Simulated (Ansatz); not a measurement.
**Free carriers and the phonons of InP (F-43m)**

Aim: how far do free carriers move the optical modes of InP (F-43m)?

Calculated with Ansatz 0.2.0; DFT LDA, scalar-relativistic, plane waves, PAW; PAW set soft_1.

The database entry behind the starting cell differs from later determinations by our own check (0.1 to 0.3 % short, probably kX units), so it need not match the best structure at ambient conditions.

## (1) Set-up

It takes space group F-43m (No. 216, cubic). The conventional cell has a = 5.861 Å, b = 5.861 Å, c = 5.861 Å, α = 90.00°, β = 90.00°, γ = 90.00°. Nearest to P lie 4 In at 2.54 Å. In has 4 P at 2.54 Å nearest. Farther neighbours are not listed.

Coordinates:

```cif
data_structure
_symmetry_space_group_name_H-M 'F-43m'
_symmetry_Int_Tables_number 216
_cell_length_a 5.8610
_cell_length_b 5.8610
_cell_length_c 5.8610
_cell_angle_alpha 90.000
_cell_angle_beta 90.000
_cell_angle_gamma 90.000
_cell_volume 201.33
loop_
_atom_site_label
_atom_site_type_symbol
_atom_site_symmetry_multiplicity
_atom_site_Wyckoff_symbol
_atom_site_fract_x
_atom_site_fract_y
_atom_site_fract_z
_atom_site_occupancy
P1 P 4 c 0.25000 0.25000 0.25000 1
In1 In 4 a 0.00000 0.00000 0.00000 1
```

## (2) Relaxation

Harmonic phonons are second derivatives at a point where the forces vanish, and they are wanted at zero stress, so atoms and cell are relaxed first.

input.yaml

```yaml
crystal:
  lattice:
    - [0.0, 2.9305, 2.9305]
    - [2.9305, 0.0, 2.9305]
    - [2.9305, 2.9305, 0.0]
  atoms:
    - { symbol: P, position: [0.75, 0.75, 0.75] }
    - { symbol: In, position: [0.0, 0.0, 0.0] }
kpoints:
  mp_grid: { grid: [10, 10, 10] }
hamiltonian:
  xc: lda
  pseudopotentials: { kind: paw, azcp: { folder: soft_1 }, xc_functional: pbe }
scf:
  occupations: { method: gaussian, width: 0.02 }
output:
  forces: true
  stress: true
  eigenvalues: true
relax:
  adjacent_minimum: "off"
  f_tol: 0.005
  max_steps: 80
  cell: { stress_tol: 0.05 }
```

The run is started by

```
> ansatz run input.yaml --threads 8 --pin off --max-ram 16384MiB --backend cpu --events-out ev --progress --plain --runs-dir out
```

Numbers of over 12 decimals in the logs are rounded to 6 here.

Output:

```text
Engine: ansatz 0.2.0, aarch64-unknown-linux-gnu
Pseudopotentials: kind: paw
Pseudopotential: P, paw, valence charge 5, recommended cutoff 420 eV (normal), soft_1/P.paw.azcp
Pseudopotential: In, paw, valence charge 13, recommended cutoff 420 eV (normal), soft_1/In.paw.azcp
Functional definition: SPW92
  exchange = slater_x
  correlation = pw_c
Crystal: 2 atoms, lattice volume = 50.333 Å³
Basis set: ecut = 420 eV, 941 PW (Γ)
Bands: 13, of which v1, the nominal top of the filled ones, is band 9 counted from 1 (8 counted from 0)
Symmetry: 24 space group operations
Space group: F-43m (ITA 216), of the structure as read, at distance tolerance 3.7e-5 Å
k-points: 47 of 1000 (time reversal used)
Non-local potential: P, projectors of the file, l = 0: 2, l = 1: 2, l = 2: 1
Non-local potential: In, projectors of the file, l = 0: 2, l = 1: 2, l = 2: 2, l = 3: 1
PAW form: soft (Blöchl's): semilocal exchange-correlation on the pseudo side does not see the compensation charge
PAW frozen core: P, regenerated for the run's functional, and the local potential with it (the file was generated under x = pbe(κ = 0.804, μ = 0.219515), c = pbe(β = 0.066725))
PAW frozen core: In, regenerated for the run's functional, and the local potential with it (the file was generated under x = pbe(κ = 0.804, μ = 0.219515), c = pbe(β = 0.066725))
PAW one-centre angular grid: P, 110 points (default); XC on 64 Gauss nodes
PAW one-centre angular grid: In, 590 points (default); XC on 64 Gauss nodes
Initial density: superposition of atomic densities (chi_scale 0.1, normalization cell, long waves kept (reshape's long-wave potential 0.00 eV rms))
Initial wavefunctions: pseudopotential atomic-orbital guess
Functional: x = slater, c = lda
SCF iter   1: F=—  HF=-6183.851426 eV  |F-HF|=—  |Δ(HF+E_count)|=         —  Δρ=3.22e-2  dr2=7.73e-1  ethr=3.10e-3  ⟨swp⟩=6.4  Hψ=4231  notcnv=0
preconditioner: auto → none  [insulator: Δε(μ)=0.809 eV  Ē_g=14.376 eV  σ=0.020 eV  W_gap=1.00  n_scr=14 (ndim 8)  ℏωp=22.2 eV  f_vac=0.000  D(μ)=0.00/eV (n_scr^D=0)  ε∞_Penn≈3.4]
SCF iter   2: F=—  HF=-6183.623914 eV  |F-HF|=—  |Δ(HF+E_count)|=   2.28e-1  Δρ=1.51e-2  dr2=9.15e-2  ethr=3.10e-3  ⟨swp⟩=3.5  Hψ=1533  notcnv=0
SCF iter   3: F=—  HF=-6183.603573 eV  |F-HF|=—  |Δ(HF+E_count)|=   2.03e-2  Δρ=5.75e-3  dr2=1.23e-2  ethr=5.08e-4  ⟨swp⟩=2.6  Hψ=1057  notcnv=0
SCF iter   4: F=—  HF=-6183.600942 eV  |F-HF|=—  |Δ(HF+E_count)|=   2.63e-3  Δρ=6.92e-4  dr2=1.12e-4  ethr=6.83e-5  ⟨swp⟩=3.1  Hψ=1210  notcnv=0
SCF iter   5: F=—  HF=-6183.600916 eV  |F-HF|=—  |Δ(HF+E_count)|=   2.61e-5  Δρ=1.38e-4  dr2=5.39e-6  ethr=6.22e-7  ⟨swp⟩=2.0  Hψ=1032  notcnv=0
SCF iter   6: F=—  HF=-6183.600913 eV  |F-HF|=—  |Δ(HF+E_count)|=   3.41e-6  Δρ=1.68e-5  dr2=1.11e-7  ethr=2.99e-8  ⟨swp⟩=2.9  Hψ=1041  notcnv=0
SCF iter   7: F=-6183.600913 eV  HF=-6183.600913 eV  |F-HF|=1.66e-9  |Δ(HF+E_count)|=   6.68e-9  Δρ=1.55e-6  dr2=1.98e-9  ethr=5.56e-10  ⟨swp⟩=6.9  Hψ=2992  notcnv=0
SCF 1 converged in 7 iterations: F = -6183.600913 eV  dr2 = 1.98e-9
  greatest PAW one-centre occupation: 0.982 electrons in one spin orbital (limit 2), on the In atom at site 1 (counted from 0), in its partial waves of l = 2
relax step   1: F+E_penalty+E_count = -6183.60091275 eV  Δ(F+E_penalty+E_count) = +0.000e0 eV  max|allowed force component| = 2.498e-16 eV/Å  Δτ_max = 0.0000 Å  P = -1.201 GPa  Ω = 50.333 Å³  (7 SCF iters, dr2 threshold 1.00e-7 eV, accepted)
Crystal: 2 atoms, lattice volume = 49.324 Å³
Initial density: handed on by an earlier stage of this run
Initial wavefunctions: those handed on with the density
iter 1 solved again at ethr=4.94e-6 eV; its pass at ethr=3.10e-3 eV (dr2=8.89e-4 eV) is discarded
SCF iter   1: F=—  HF=-6183.604573 eV  |F-HF|=—  |Δ(HF+E_count)|=         —  Δρ=1.01e-3  dr2=9.42e-4  ethr=4.94e-6  ⟨swp⟩=2.0  Hψ=4687  notcnv=0
preconditioner: auto → none  [insulator: Δε(μ)=0.600 eV  Ē_g=14.687 eV  σ=0.020 eV  W_gap=1.00  n_scr=14 (ndim 8)  ℏωp=22.4 eV  f_vac=0.005  D(μ)=0.00/eV (n_scr^D=0)  ε∞_Penn≈3.3]
SCF iter   2: F=—  HF=-6183.604287 eV  |F-HF|=—  |Δ(HF+E_count)|=   2.86e-4  Δρ=3.55e-4  dr2=6.67e-5  ethr=4.94e-6  ⟨swp⟩=2.0  Hψ=964  notcnv=0
SCF iter   3: F=—  HF=-6183.604274 eV  |F-HF|=—  |Δ(HF+E_count)|=   1.25e-5  Δρ=1.48e-4  dr2=9.03e-6  ethr=3.70e-7  ⟨swp⟩=2.1  Hψ=747  notcnv=0
SCF iter   4: F=—  HF=-6183.604274 eV  |F-HF|=—  |Δ(HF+E_count)|=   2.72e-9  Δρ=3.79e-5  dr2=6.40e-7  ethr=5.02e-8  ⟨swp⟩=1.6  Hψ=701  notcnv=0
SCF iter   5: F=-6183.604274 eV  HF=-6183.604274 eV  |F-HF|=1.97e-9  |Δ(HF+E_count)|=   7.51e-8  Δρ=4.72e-6  dr2=7.42e-9  ethr=1.11e-9  ⟨swp⟩=6.7  Hψ=3136  notcnv=0
SCF 2 converged in 5 iterations: F = -6183.604274 eV  dr2 = 7.42e-9
relax step   2: F+E_penalty+E_count = -6183.60427416 eV  Δ(F+E_penalty+E_count) = -3.361e-3 eV  max|allowed force component| = 5.551e-17 eV/Å  Δτ_max = 0.0000 Å  P = +0.193 GPa  Ω = 49.324 Å³  energy of the carried Pulay correction = +1.043e-4 eV  (5 SCF iters, dr2 threshold 2.00e-7 eV, accepted)
Crystal: 2 atoms, lattice volume = 49.462 Å³
iter 1 solved again at ethr=9.79e-8 eV; its pass at ethr=3.10e-3 eV (dr2=1.76e-5 eV) is discarded
SCF iter   1: F=—  HF=-6183.604346 eV  |F-HF|=—  |Δ(HF+E_count)|=         —  Δρ=1.39e-4  dr2=1.82e-5  ethr=9.79e-8  ⟨swp⟩=2.9  Hψ=4454  notcnv=0
preconditioner: auto → none  [insulator: Δε(μ)=0.573 eV  Ē_g=14.682 eV  σ=0.020 eV  W_gap=1.00  n_scr=14 (ndim 8)  ℏωp=22.4 eV  f_vac=0.008  D(μ)=0.00/eV (n_scr^D=0)  ε∞_Penn≈3.3]
SCF iter   2: F=—  HF=-6183.604340 eV  |F-HF|=—  |Δ(HF+E_count)|=   5.60e-6  Δρ=4.93e-5  dr2=1.35e-6  ethr=9.79e-8  ⟨swp⟩=2.0  Hψ=786  notcnv=0
SCF iter   3: F=—  HF=-6183.604340 eV  |F-HF|=—  |Δ(HF+E_count)|=   3.13e-7  Δρ=1.95e-5  dr2=1.70e-7  ethr=7.47e-9  ⟨swp⟩=2.9  Hψ=1059  notcnv=0
SCF iter   4: F=-6183.604340 eV  HF=-6183.604340 eV  |F-HF|=5.31e-9  |Δ(HF+E_count)|=   1.12e-8  Δρ=6.80e-6  dr2=1.91e-8  ethr=5.19e-10  ⟨swp⟩=6.0  Hψ=2973  notcnv=0
SCF 3 converged in 4 iterations: F = -6183.604340 eV  dr2 = 1.91e-8
relax step   3: F+E_penalty+E_count = -6183.60433984 eV  Δ(F+E_penalty+E_count) = -6.567e-5 eV  max|allowed force component| = 6.476e-17 eV/Å  Δτ_max = 0.0000 Å  P = -0.006 GPa  Ω = 49.462 Å³  energy of the carried Pulay correction = +8.999e-5 eV  (4 SCF iters, dr2 threshold 9.35e-8 eV, accepted)
Initial wavefunctions: pseudopotential atomic-orbital guess (no wavefunctions were taken with the density)
iter 1 solved again at ethr=1.23e-6 eV; its pass at ethr=3.10e-3 eV (dr2=2.22e-4 eV) is discarded
SCF iter   1: F=—  HF=-6183.604259 eV  |F-HF|=—  |Δ(HF+E_count)|=         —  Δρ=1.48e-5  dr2=3.43e-8  ethr=1.23e-6  ⟨swp⟩=3.1  Hψ=6064  notcnv=0
eigensolver tolerance schedule: the retry pair's looser diagonalisation over-reported the residual by 6474.53 of it (diagonalisation noise at an unbounded share of the residual, at the tolerance the schedule requests for it); recorded, not acted on — ethr = c·dr2/N_el stays at c = 1.0e-1
preconditioner: auto → none  [insulator: Δε(μ)=0.575 eV  Ē_g=14.681 eV  σ=0.020 eV  W_gap=1.00  n_scr=14 (ndim 8)  ℏωp=22.4 eV  f_vac=0.008  D(μ)=0.00/eV (n_scr^D=0)  ε∞_Penn≈3.3]
SCF iter   2: F=—  HF=-6183.604255 eV  |F-HF|=—  |Δ(HF+E_count)|=   3.80e-6  Δρ=7.49e-6  dr2=7.50e-9  ethr=1.91e-10  ⟨swp⟩=3.3  Hψ=1399  notcnv=0
SCF iter   3: F=—  HF=-6183.604255 eV  |F-HF|=—  |Δ(HF+E_count)|=   3.22e-9  Δρ=2.86e-6  dr2=6.36e-9  ethr=4.17e-11  ⟨swp⟩=2.0  Hψ=1034  notcnv=0
SCF iter   4: F=—  HF=-6183.604255 eV  |F-HF|=—  |Δ(HF+E_count)|=   2.08e-9  Δρ=7.71e-7  dr2=1.51e-10  ethr=3.53e-11  ⟨swp⟩=2.0  Hψ=765  notcnv=0
SCF iter   5: F=—  HF=-6183.604255 eV  |F-HF|=—  |Δ(HF+E_count)|=  7.64e-11  Δρ=2.18e-7  dr2=2.07e-11  ethr=1.00e-12  ⟨swp⟩=2.0  Hψ=989  notcnv=0
SCF iter   6: F=-6183.604255 eV  HF=-6183.604255 eV  |F-HF|=1.82e-12  |Δ(HF+E_count)|=  3.64e-12  Δρ=7.97e-8  dr2=1.14e-12  ethr=1.00e-12  ⟨swp⟩=7.4  Hψ=3296  notcnv=0
SCF 4 converged in 6 iterations: F = -6183.604255 eV  dr2 = 1.14e-12
relax step   4: F+E_penalty+E_count = -6183.60425493 eV  Δ(F+E_penalty+E_count) = +8.490e-5 eV  max|allowed force component| = 7.401e-17 eV/Å  Δτ_max = 0.0000 Å  P = -0.008 GPa  Ω = 49.462 Å³  stress off target by 7.78e-3 GPa  SCF on the basis re-selected at this cell (its energy is not comparable with the rows above)  (6 SCF iters)
basis re-selected at this cell: Δ(F+E_penalty+E_count) = +8.490e-5 eV, ΔP = -0.002 GPa vs the last step (what re-selecting the basis moved, of the pressure what is left beyond the Pulay correction that the steps carried, after the strain that the cell walked since its last selection, with what the two solves' SCF thresholds leave and, on support functions, any second-order correction that the steps lacked; it is no m [...]
SCF converged after 6 iterations
Free energy (F): -6183.604255 eV
Harris-Foulkes:  -6183.604255 eV  (|F-HF|=1.82e-12)
Internal energy: -6183.604255 eV  (E = F + TS)
E sigma→0 (E₀):  -6183.604255 eV
Fermi energy:    7.286481 eV
--- Per-component energies (eV) ---
  E_band       = -53.156005
  E_kinetic    = 289.150836
  E_local      = -1325.198406  (includes V_loc(G=0)·N_el)
  E_nonlocal   = 363.947144
  E_hartree    = 529.291290
  E_xc         = -214.136665
  E_vxc        = -151.772132  (∫ρ·V_xc dr)
  E_paw        = -4599.225457  (= ΣΔE_a)
  E_vpaw       = -287.866126  (= ΣTr[D̂ρ^β])
  E_aug_tail   = 0.000084  (compensation charges beyond the density's cutoff)
  E_ewald      = -1227.834968
  E_core_change = 0.401886  (= ΣΔE_core)
  E_smearing   = -0.000000  (= −TS)
  E_closure    = -0.000000  (closes the sum)
  Σ components = -6183.604255   (vs F -6183.604255, Δ=0.00e0)
--- Forces (eV/Å), atoms counted from 1 ---
  atom   1  P      0.00000000    -0.00000000    -0.00000000
  atom   2  In    -0.00000000    -0.00000000     0.00000000
  max |Σ_I F_I| component: 7.17e-17 eV/Å
--- Stress (GPa, compression-positive) ---
       -0.007779      -0.000000       0.000000
       -0.000000      -0.007779       0.000000
       -0.000000       0.000000      -0.007779
  P = ⅓ Tr σ = -0.0078 GPa (-0.078 kbar)
--- Band table (eV; the first three rows and the last of 47) ---
  k-point 0: bands = [... 5 lower, -4.6799, 6.9987, 6.9987, 6.9987, 7.5735, 10.9566, 10.9566, 10.9566]
  k-point 1: bands = [... 5 lower, -4.5608, 5.7768, 6.8670, 6.8670, 8.3972, 11.0256, 11.1506, 11.1506]
  k-point 2: bands = [... 5 lower, -4.2181, 4.2067, 6.5707, 6.5707, 8.7034, 11.5368, 11.5368, 11.6686]
  k-point 46: bands = [... 5 lower, -2.0982, 1.1830, 3.9780, 3.9962, 10.6614, 10.9615, 13.0406, 13.4536]
--- Relaxed structure (3 steps of the walk, 3 accepted, 1 SCFs on fresh bases) ---
  F+E_penalty+E_count = -6183.60425493 eV   max|allowed force component| = 7.401e-17 eV/Å   (the final SCF, on the basis selected at the relaxed cell)
  cell:  # Å, volume = 49.4619 Å³
    - [0, 2.913491, 2.913491]
    - [2.913491, 0, 2.913491]
    - [2.913491, 2.913491, 0]
  atoms:
    - { symbol: P, position: [0.75, 0.75, 0.75] }
    - { symbol: In, position: [0, 0, 0] }
```

Elapsed: 4 s, on 8 threads of Arm Neoverse N1, shared host; peak memory 0.38 GiB; 25 s of CPU time.

Step by step:

| step | energy less that of the first step (eV) | largest force component (eV/Å) | pressure (GPa) | volume (Å³) |
| --- | --- | --- | --- | --- |
| 1 | 0.0000 | 0.0000 | -1.20 | 50.33 |
| 2 | -0.0034 | 0.0000 | 0.19 | 49.32 |
| 3 | -0.0034 | 0.0000 | -0.01 | 49.46 |
| 4* | -0.0033 | 0.0000 | -0.01 | 49.46 |

Relaxation steps marked * repeat the geometry before them on a plane-wave basis chosen anew for their cell, so energy and pressure can jump there.

Forces are held to the 24 operations that the run works with; a distortion that breaks them can't arise in this run.

| conventional cell, symmetrised | before | after | change |
| --- | --- | --- | --- |
| a (Å) | 5.861 | 5.827 | -0.6 % |
| b (Å) | 5.861 | 5.827 | -0.6 % |
| c (Å) | 5.861 | 5.827 | -0.6 % |
| volume (Å³/atom) | 25.17 | 24.73 | -1.7 % |

Final coordinates:

```xyz
2
Lattice="0.0000 2.9135 2.9135 2.9135 0.0000 2.9135 2.9135 2.9135 0.0000" Properties=species:S:1:pos:R:3 pbc="T T T"
P     4.3702    4.3702    4.3702
In    0.0000    0.0000    0.0000
```

This step gave:

- pressure: -0.007779 GPa
- gap on the k-mesh: 0.5747 eV
- volume per atom: 24.73 Å³

In this step the volume went from 25.17 to 24.73 Å³/atom.

## (3) Tight relaxation

Phonons need small forces and stress, so the relaxation is finished with tight tolerances on 12×12×12 k points.

input.yaml

```yaml
crystal:
  lattice:
    - [0.0, 2.913490597, 2.913490597]
    - [2.913490597, 0.0, 2.913490597]
    - [2.913490597, 2.913490597, 0.0]
  atoms:
    - { symbol: P, position: [0.75, 0.75, 0.75] }
    - { symbol: In, position: [0.0, 0.0, 0.0] }
kpoints:
  mp_grid: { grid: [12, 12, 12] }
hamiltonian:
  xc: lda
  pseudopotentials: { kind: paw, azcp: { folder: soft_1 }, xc_functional: pbe }
scf:
  occupations: { method: fixed }
output:
  forces: true
  stress: true
  eigenvalues: true
  write_density: true
  write_potential: true
  elf: true
  volumetric_format: npy
relax:
  adjacent_minimum: "off"
  f_tol: 0.001
  max_steps: 60
  cell: { stress_tol: 0.01 }
```

Output:

```text
[...]
Crystal: 2 atoms, lattice volume = 49.462 Å³
Basis set: ecut = 420 eV, 941 PW (Γ)
Bands: 13, of which v1, the nominal top of the filled ones, is band 9 counted from 1 (8 counted from 0)
Symmetry: 24 space group operations
[...]
k-points: 72 of 1728 (time reversal used)
[...]
k-point 71: bands = [... 5 lower, -2.0899, 1.1991, 3.9205, 3.9446, 11.1800, 11.3335, 12.4454, 13.0426]
--- Relaxed structure (1 steps of the walk, 1 accepted, 1 SCFs on fresh bases) ---
[...]
cell:  # Å, volume = 49.4619 Å³
    - [0.0, 2.913490597, 2.913490597]
    - [2.913490597, 0.0, 2.913490597]
    - [2.913490597, 2.913490597, 0.0]
  atoms:
    - { symbol: P, position: [0.75, 0.75, 0.75] }
    - { symbol: In, position: [0.0, 0.0, 0.0] }
[key lines of the parts left out:]
SCF converged after 6 iterations
Free energy (F): -6183.604708 eV
Fermi energy:    6.998362 eV
P = ⅓ Tr σ = -0.0038 GPa (-0.038 kbar)
```

Run time: 3.2 s. Hardware: 8 threads; peak memory 0.4 GiB.

Little changed from the start: no atom moved by 0.005 Å and no cell edge by 0.1 %.

This step gave:

```yaml
pressure: -0.003758 GPa
gap_on_the_k_mesh: 0.5749 eV
```

Electrostatic potential energy in the ac plane of a cell with a along [110], b along [-110] and c along [001] of the cube at fractional y = 0.000, with atoms of P and In within 0.2 Å of it. With pseudopotentials it is smooth inside the atoms' cores, unlike the true potential.

Ten even steps from '_' (-41 eV) to '@' (11 eV), each cell a mean:
```
..::==%%@@@@@@@@%%==::....--**@@@@@@@@@@**::..
::--**%%@@@@@@@@%%**--::--++%%@@@@@@@@@@%%++--
**##%%@@@@@@@@@@@@%%##****%%@@@@@@@@@@@@@@%%**
@@@@@@@@@@@@@@@@@@@@@@@@@@@@@@@@@@@@@@@@@@@@@@
@@@@@@@@@@@@@@@@@@@@@@@@@@@@@@@@@@@@@@@@@@@@@@
@@@@@@@@@@@@@@@@@@@@@@@@@@@@@@@@@@@@@@@@@@@@@@
@@@@@@@@@@@@@@@@@@@@@@@@@@@@@@@@@@@@@@@@@@@@@@
@@@@@@@@@@@@@@@@@@@@@@@@@@@@@@@@@@@@@@@@@@@@@@
@@@@@@@@@@@@@@@@@@@@@@@@@@@@@@@@@@@@@@@@@@@@@@
@@@@@@@@##++**##@@@@@@@@@@@@@@%%**++**%%@@@@@@
@@@@@@##--____--##@@@@@@@@@@%%**..__..**%%@@@@
@@@@@@**..____..**@@@@@@@@@@%%--______==%%@@@@
%%%%%%##..____::##%%%%%%%%%%%%==______==%%%%%%
==++##%%++::::++%%##++====**%%##--::==##%%**==
::::++%%%%####%%%%++::::::==##%%%%##%%%%##--::
..::==%%@@@@@@@@%%==::....::**%%@@@@@@%%**::..
```
Columns run along a (8.2 Å; values clipped at the 3rd and 97th percentile), rows up along c (5.8 Å), edges of the conventional cell, whose origin can differ from the input's. Atoms in or near the plane, at fractional coordinates: P at (0.75, 0.25), P at (0.25, 0.25), In at (0.50, 0.00), In at (0.00, 0.00).

Valence density in the ac plane of a cell with a along [110], b along [-110] and c along [001] of the cube at fractional y = 0.000, with atoms of P and In within 0.2 Å of it. It is the smooth field of the valence electrons, not physical close to the nuclei.

Ten steps, logarithmic in the rise over the least value, from '_' (0.02 × 1e0 e/Å³) to '@' (9.48 × 1e0 e/Å³), each cell a mean:
```
@@%%++::........::++%%@@@@##--........::--##@@
##**--..________..--**####++::..______..::++##
==--::..________..::--==--::..__________..::--
......____________..........______________....
______________________________________________
______________________________________________
______________________________________________
________........________________......________
______..::::::::..__________....::::::....____
____..::--====--::..________..----==----..____
__..::--========--::..____..::--======--::..__
....::--==::::==--::......::--==--..--==--::..
::::--====----====--::::::::--====::====--::::
++==--============--==++++==--==========--==++
%%##==------------==##%%%%**--------------**%%
@@%%++--::::::::--**%%@@@@##==::::::::::==##@@
```
Columns run along a (8.2 Å), rows up along c (5.8 Å), edges of the conventional cell, whose origin can differ from the input's. Atoms in or near the plane, at fractional coordinates: P at (0.75, 0.25), P at (0.25, 0.25), In at (0.50, 0.00), In at (0.00, 0.00).

ELF in the ac plane of a cell with a along [110], b along [-110] and c along [001] of the cube at fractional y = 0.000, with atoms of P and In within 0.2 Å of it. It is the smooth field of the valence electrons, not physical close to the nuclei.

Ten even steps from '_' (0.01) to '@' (0.85), each cell a mean:
```
__..::::::::::::::::..____::::::--::--::::::__
..::::::..____..::::::..::::::::..__..::::::::
::::::..________..::::::::::::..______..::::::
::::....________....::::::::..__________..::::
....________________........______________....
______________________________________________
________......__________________......________
______..--====--..__________..::--==--::______
____..==**%%##**==..______..--++##%%##++--____
__..==**%%%%%%%%**--..____::++##%%%%%%##++::__
..::**%%##====##%%**::....==##%%++==++%%##==..
::==##@@++____++@@##--::::++%%%%::__::%%%%++::
::--##@@##..::%%@@##--::::++%%@@==..==@@%%==::
::::==%%@@####@@%%==::::::--**@@@@##@@@@**--::
__..::++%%@@@@%%++::..__..::--##@@@@@@##--::..
____::--++****++--::______..::==******==::..__
```
Columns run along a (8.2 Å), rows up along c (5.8 Å), edges of the conventional cell, whose origin can differ from the input's. Atoms in or near the plane, at fractional coordinates: P at (0.75, 0.25), P at (0.25, 0.25), In at (0.50, 0.00), In at (0.00, 0.00).

The forces vanish by symmetry and the pressure is -0.004 GPa, within the tolerances set. The cell now holds 24.73 Å³/atom.

(Part 1 of 2 ends here.)

[Logs are printed without paths, hosts, clocks, repeated set-up lines and the standing remarks that a program may print on its own settings, such as how far it seeks lower states.]

[Hosts, paths, dates, database ids (printed as entryN), source tags and the programs' standing remarks are cut or masked in the printed files.]
